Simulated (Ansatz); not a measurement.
## Resistivity from frozen vibrations: Au(111) with 4 thermally displaced layers, 2x2

Aim: the resistivity of Au at 180 K from frozen thermal displacements between perfect leads.

Calculated with Ansatz 0.2.0; Ansatz plane-wave DFT, PBE, PAW files; ballistic transport by layer matching (Landauer), zero bias; PAW set soft_1.

This is a report of a sequence of runs, with most program output left out.

## (1) Starting point

The cell holds 40 atoms: 40 Au. Cell: a = 5.768 Å, b = 5.768 Å, c = 23.605 Å, α = 93.5°, β = 86.5°, γ = 120.0°. It derives from Au. Regions: lead, 24 atoms (24 Au); scattering region, 16 atoms (16 Au). The structure is stacked along c, and the current runs across the ab planes.

## (2) With 4 displaced layers

Each atom of 4 layers is moved at random, by amounts drawn from a normal law 0.0707 Å wide in each direction from the Debye model (165 K) at 180 K. The layers about the cell's end stay perfect and serve as the lead. Disorder leaves little or no symmetry, which makes such runs dear. Energies from -0.05 to 0.05 eV in steps of 0.05 eV are too few for the program's thermal sum, so it prints no conductance; for a metal the transmission near the Fermi level serves, at a fraction of the cost.

Contents of input.yaml:

```yaml
crystal:
  lattice:
    - [5.7675164607, 0.0, 0.0]
    - [-2.8837582304, 4.9948157718, 0.0]
    - [1.4418791152, -0.8324692953, 23.5457873532]
  atoms:
    - { symbol: Au, position: [0.9916666667, 0.0083333333, 0.05] }
    - { symbol: Au, position: [0.9916666667, 0.5083333333, 0.05] }
    - { symbol: Au, position: [0.4916666667, 0.0083333333, 0.05] }
    - { symbol: Au, position: [0.4916666667, 0.5083333333, 0.05] }
    - { symbol: Au, position: [0.1416666667, 0.3583333333, 0.15] }
    - { symbol: Au, position: [0.1416666667, 0.8583333333, 0.15] }
    - { symbol: Au, position: [0.6416666667, 0.3583333333, 0.15] }
    - { symbol: Au, position: [0.6416666667, 0.8583333333, 0.15] }
[... 28 atom lines left out ...]
    - { symbol: Au, position: [0.8416666667, 0.1583333333, 0.95] }
    - { symbol: Au, position: [0.8416666667, 0.6583333333, 0.95] }
    - { symbol: Au, position: [0.3416666667, 0.1583333333, 0.95] }
    - { symbol: Au, position: [0.3416666667, 0.6583333333, 0.95] }
kpoints:
  mp_grid: { grid: [5, 5, 1] }
hamiltonian:
  xc: pbe
  pseudopotentials: { kind: paw, azcp: { folder: soft_1 } }
scf:
  occupations: { method: fermi_dirac, width: 0.1 }
output:
  transmission:
    leads: [[0, 4]]
    kmesh: [10, 10]
    e_range: [-0.05, 0.05]
    de: 0.05
  write_potential: true
  write_density: true
  volumetric_format: npy
  elf: true
```

Run with:

```sh
ansatz run input.yaml --threads 4 --pin off --max-ram 15360MiB --backend cpu --events-out ev --progress --plain --runs-dir out
```

It took 13 min on 4 threads of Arm Neoverse V2, shared host; peak memory 6.5 GiB; 44 min of CPU time.

This step gave:

```
free energy                                    : -526046.5613 eV
energy at zero smearing                        : -526046.3214 eV
Fermi energy                                   : 20.73 eV
cell area                                      : 28.81 Å²
transmission per spin nearest the Fermi level  : 3.154
open channels per spin nearest the Fermi level : 3.21
step of the lead's potential                   : 5 meV
```

Per spin. The transmission, zone mean stays at 3.15 for energy from -0.05 to 0.05 eV.

Per spin. The open channels, zone mean, lead stays at 3.21 for energy from -0.05 to 0.05 eV.

Transmission over k1 and k2. At 0.0000 eV from the Fermi level.

Ten even steps from '_' (2.90) to '@' (3.88):
```
__@@____..@@________
____@@__..@@________
______@@__%%________
____________________
@@%%%%**______**%%%%
____________________
__________%%__@@____
__________@@..__@@__
__________@@..____@@
@@____..__@@__..____
```
Columns: k1 (b1) from -0.5 to 0.4; rows upwards: k2 (b2) from -0.5 to 0.4.

Open channels over k1 and k2. At 0.0000 eV from the Fermi level.

Ten even steps from '0' (3.00) to '9' (4.00):
```
0900090000
0090090000
0009090000
0000000000
9999000999
0000000000
0000090900
0000090090
0000090009
9000090000
```
Columns: k1 (b1) from -0.5 to 0.4; rows upwards: k2 (b2) from -0.5 to 0.4.

Valence density in the ca plane at fractional y = 0.040, with atoms of Au within 0.2 Å of it. It is the smooth field of the valence electrons, not physical close to the nuclei.

Ten steps, logarithmic in the rise over the least value, from '0' (0 e/Å³) to '9' (14 e/Å³), each cell a mean:
```
10000010125899741011000011111257864223554211
11001111124899741111000011111368985211221001
32112332112577531122110011111368985211111001
42123553211233211345421122211246764212332101
42123554210111112466531223310013332135765211
21112333111232112466531123310011111147886311
10001221113676421245421122210123321247887411
00000111125898631122210011110246653235775311
10000111126899741111100011111368885212332101
21011222124788631122210011111368986211111001
32113443112465421355431112111247874211221001
43123554211222112467642122210124442124553101
32113443211122112477742223310001211136876311
21001232112454311356532123210011111147887411
10000111114788631123211112211124432136886311
```
Columns run along c (16.0 Å, from fractional 0.16 to 0.84 of the cell), rows up along a (5.8 Å). Atoms in or near the plane, at fractional coordinates: Au at (0.35, 0.95), Au at (0.35, 0.42).

ELF in the ca plane at fractional y = 0.040, with atoms of Au within 0.2 Å of it. It is the smooth field of the valence electrons, not physical close to the nuclei.

Ten even steps from '0' (0.12) to '9' (0.77), each cell a mean:
```
00000011114698531111000011111245653112443111
11001111113677531111000001111257864211111001
21112222112455421112100011111256764211110001
32112443111222211234311111111135543112221101
32112443100111111355421122210012221124554211
21112332111222111355421122210001111135665311
10001111113454311234321111110012221135665311
00000111124687521112110011110135542124554211
10000111124798531111100011111246764212232101
21001221113576521122110011111246764211111001
32112332112344311244421111110135653111111001
32113443111121111355531112110023332113443101
21112343101111111355531122210001111135664211
11001221111343211244431122210011111135765311
00000111113566421122211111110123321125665311
```
Columns run along c (16.0 Å, from fractional 0.16 to 0.84 of the cell), rows up along a (5.8 Å). Atoms in or near the plane, at fractional coordinates: Au at (0.35, 0.95), Au at (0.35, 0.42).

Electrostatic potential energy in the ca plane at fractional y = 0.040, with atoms of Au within 0.2 Å of it. With pseudopotentials it is smooth inside the atoms' cores, unlike the true potential.

Ten even steps from '0' (-27 eV) to '9' (23 eV), each cell a mean:
```
99999999984000169999999999999841126997557999
99999999995100169999999999999720004899989999
89998778998422589988999999999830004899999999
68997557999877899755689998999963237998778999
68997546899999999632479987899998789984225899
89998778999878999632479987899999999962002799
99999999997323699865689998899998789962002799
99999999984000279998999999999963247985225899
99999999983000169999999999999840014898778999
89999889995100379988899999999830004899999999
78998668998644699854589999999962125899899999
68997446899988999621269988899987568986557999
78998657999989999621258987899999999973013899
99999888998655799853479988899999999961002699
99999999996100389988899999999986679973003799
```
Columns run along c (16.0 Å, from fractional 0.16 to 0.84 of the cell; values clipped at the 3rd and 97th percentile), rows up along a (5.8 Å). Atoms in or near the plane, at fractional coordinates: Au at (0.35, 0.95), Au at (0.35, 0.42).

Over the solved energies the transmission per spin lies between 3.15 and 3.15, out of 3.21 channels of the lead on average (up to 3.21).

## (3) With 8 displaced layers

Each atom of 8 layers is moved at random, by amounts drawn from a normal law 0.0707 Å wide in each direction from the Debye model (165 K) at 180 K. A fresh draw is used; the growth of the resistance with length is what counts.

System of this step: Au(111) with 8 thermally displaced layers, 2x2. The cell holds 56 atoms: 56 Au. Its edges and angles: a = 5.768 Å, b = 5.768 Å, c = 33.006 Å, α = 87.5°, β = 92.5°, γ = 120.0°. It derives from Au. Regions: lead, 24 atoms (24 Au); scattering region, 32 atoms (32 Au). The structure is stacked along c, and the current runs across the ab planes.

Contents of input.yaml:

```yaml
crystal:
  lattice:
    - [5.7675164607, 0.0, 0.0]
    - [-2.8837582304, 4.9948157718, 0.0]
    - [-1.4418791152, 0.8324692953, 32.9641022945]
  atoms:
    - { symbol: Au, position: [0.005952381, 0.994047619, 0.0357142857] }
    - { symbol: Au, position: [0.005952381, 0.494047619, 0.0357142857] }
    - { symbol: Au, position: [0.505952381, 0.994047619, 0.0357142857] }
    - { symbol: Au, position: [0.505952381, 0.494047619, 0.0357142857] }
    - { symbol: Au, position: [0.1845238095, 0.3154761905, 0.1071428571] }
    - { symbol: Au, position: [0.1845238095, 0.8154761905, 0.1071428571] }
    - { symbol: Au, position: [0.6845238095, 0.3154761905, 0.1071428571] }
    - { symbol: Au, position: [0.6845238095, 0.8154761905, 0.1071428571] }
[... 44 atom lines left out ...]
    - { symbol: Au, position: [0.3273809524, 0.1726190476, 0.9642857143] }
    - { symbol: Au, position: [0.3273809524, 0.6726190476, 0.9642857143] }
    - { symbol: Au, position: [0.8273809524, 0.1726190476, 0.9642857143] }
    - { symbol: Au, position: [0.8273809524, 0.6726190476, 0.9642857143] }
kpoints:
  mp_grid: { grid: [5, 5, 1] }
hamiltonian:
  xc: pbe
  pseudopotentials: { kind: paw, azcp: { folder: soft_1 } }
scf:
  occupations: { method: fermi_dirac, width: 0.1 }
output:
  transmission:
    leads: [[0, 4]]
    kmesh: [10, 10]
    e_range: [-0.05, 0.05]
    de: 0.05
  write_potential: true
  write_density: true
  volumetric_format: npy
```

Run time: 22 min. Hardware: 4 threads; peak memory 8.1 GiB.

This step gave:

```yaml
free_energy: -736464.4726 eV
energy_at_zero_smearing: -736464.1408 eV
transmission_per_spin_nearest_the_fermi_level: 3.097
step_of_the_lead_s_potential: 4 meV
```

Per spin. Transmission, zone mean against energy, zero at the Fermi level:

| energy (eV) | transmission, zone mean |
| --- | --- |
| -0.0500 | 3.08 |
| 0.0000 | 3.10 |
| 0.0500 | 3.10 |

Over the solved energies the transmission per spin lies between 3.08 and 3.10, out of 3.21 channels of the lead on average (up to 3.21).

## (4) With 12 displaced layers

Each atom of 12 layers is moved at random, by amounts drawn from a normal law 0.0707 Å wide in each direction from the Debye model (165 K) at 180 K. A fresh draw is used; the growth of the resistance with length is what counts.

System of this step: Au(111) with 12 thermally displaced layers, 2x2. The cell holds 72 atoms: 72 Au. Cell: a = 5.768 Å, b = 5.768 Å, c = 42.382 Å, α = 90.0°, β = 90.0°, γ = 120.0°. It derives from Au. Regions: lead, 24 atoms (24 Au); scattering region, 48 atoms (48 Au). The structure is stacked along c, and the current runs across the ab planes.

Contents of input.yaml:

```yaml
crystal:
  lattice:
    - [5.7675164607, 0.0, 0.0]
    - [-2.8837582304, 4.9948157718, 0.0]
    - [0.0, 0.0, 42.3824172358]
  atoms:
    - { symbol: Au, position: [0.0, 0.0, 0.0277777778] }
    - { symbol: Au, position: [0.0, 0.5, 0.0277777778] }
    - { symbol: Au, position: [0.5, 0.0, 0.0277777778] }
    - { symbol: Au, position: [0.5, 0.5, 0.0277777778] }
    - { symbol: Au, position: [0.1666666667, 0.3333333333, 0.0833333333] }
    - { symbol: Au, position: [0.1666666667, 0.8333333333, 0.0833333333] }
    - { symbol: Au, position: [0.6666666667, 0.3333333333, 0.0833333333] }
    - { symbol: Au, position: [0.6666666667, 0.8333333333, 0.0833333333] }
[... 60 atom lines left out ...]
    - { symbol: Au, position: [0.3333333333, 0.1666666667, 0.9722222222] }
    - { symbol: Au, position: [0.3333333333, 0.6666666667, 0.9722222222] }
    - { symbol: Au, position: [0.8333333333, 0.1666666667, 0.9722222222] }
    - { symbol: Au, position: [0.8333333333, 0.6666666667, 0.9722222222] }
kpoints:
  mp_grid: { grid: [5, 5, 1] }
hamiltonian:
  xc: pbe
  pseudopotentials: { kind: paw, azcp: { folder: soft_1 } }
scf:
  occupations: { method: fermi_dirac, width: 0.1 }
output:
  transmission:
    leads: [[0, 4]]
    kmesh: [10, 10]
    e_range: [-0.05, 0.05]
    de: 0.05
  write_potential: true
  write_density: true
  volumetric_format: npy
```

Wall time 37 min (4 threads); peak memory 9.8 GiB.

This step gave:

| Property | Result |
| --- | --- |
| free energy | -946882.0776 eV |
| energy at zero smearing | -946881.6808 eV |
| Fermi energy | 20.71 eV |
| transmission per spin nearest the Fermi level | 2.988 |
| step of the lead's potential | 5.7 meV |

Per spin. Transmission, zone mean against energy, zero at the Fermi level:

```csv
energy (eV),"transmission, zone mean"
-0.0500,2.96
0.0000,2.99
0.0500,2.98
```

Over the solved energies the transmission per spin lies between 2.96 and 2.99, out of 3.21 channels of the lead on average (up to 3.21).

## (5) Resistance against length

This step: Ansatz plane-wave DFT, PBE, PAW files; ballistic transport by layer matching (Landauer), zero bias; resistivity from the slope of the area resistance; PAW set soft_1 (Ansatz 0.2.0).

This step gave:

```
resistivity           : 3.711 µΩ cm
intercept             : -0.01819 fΩ m²
scatter about the fit : 0.005817 fΩ m²
```

Resistance, by row:

| run | length (Å) | T | channels N | RA (fΩ m²) |
| --- | --- | --- | --- | --- |
| n4 | 9.418 | 3.153 | 3.21 | 0.02087 |
| n8 | 18.84 | 3.094 | 3.21 | 0.04348 |
| n12 | 28.25 | 2.977 | 3.21 | 0.09077 |

Table of area resistance by length of the displaced region:

```csv
length of the displaced region (Å),area resistance (fΩ m²)
9.42,0.0209
18.84,0.0435
28.25,0.0908
```

The area resistance goes from 0.021 to 0.091 fΩ m² between 9.4 and 28.3 Å, a slope of 3.7 µΩ cm.

By hand from the end points: (0.09077 − 0.02087) fΩ m² / (28.25 − 9.42) Å = 3.7 µΩ cm, since 1 fΩ m² per Å is 1000 µΩ cm.

## (6) What came out

```yaml
resistivity_from_the_slope: 3.71 µΩ cm
area_resistance_over_9p42_a: 0.0209 fΩ m²
area_resistance_over_18p8_a: 0.0435 fΩ m²
area_resistance_over_28p3_a: 0.0908 fΩ m²
```

In words: The slope gives 3.7 µΩ cm. The points scatter by 0.0058 fΩ m² about the line, with one random draw a length in a 2x2 cell, so the slope is a rough value. The mean square of the displacements drawn is 0.78, 0.91 and 1.0 of the nominal one at the three lengths; with each resistance scaled back by that, the slope is 3.3 µΩ cm, the value used below. Read with a model of isotropic scattering on a spherical Fermi surface and the lead's 0.86×10¹⁵ S/m², this slope means a mean free path near 321 Å; over these lengths the model's slope is 1.21 times its bulk resistivity, which would be 2.7 µΩ cm. Uncorrelated displacements put too much weight on short waves, which scatter strongly; with the sideways repeat of a small cell, one draw and three short lengths, the method is good to a factor of two or three. Spin-orbit coupling is left out, which matters for Au.

[Logs are printed without paths, hosts, clocks, repeated set-up lines and the standing remarks that a program may print on its own settings, such as how far it seeks lower states.]

[Hosts, paths, dates, database ids (printed as entryN), source tags and the programs' standing remarks are cut or masked in the printed files.]
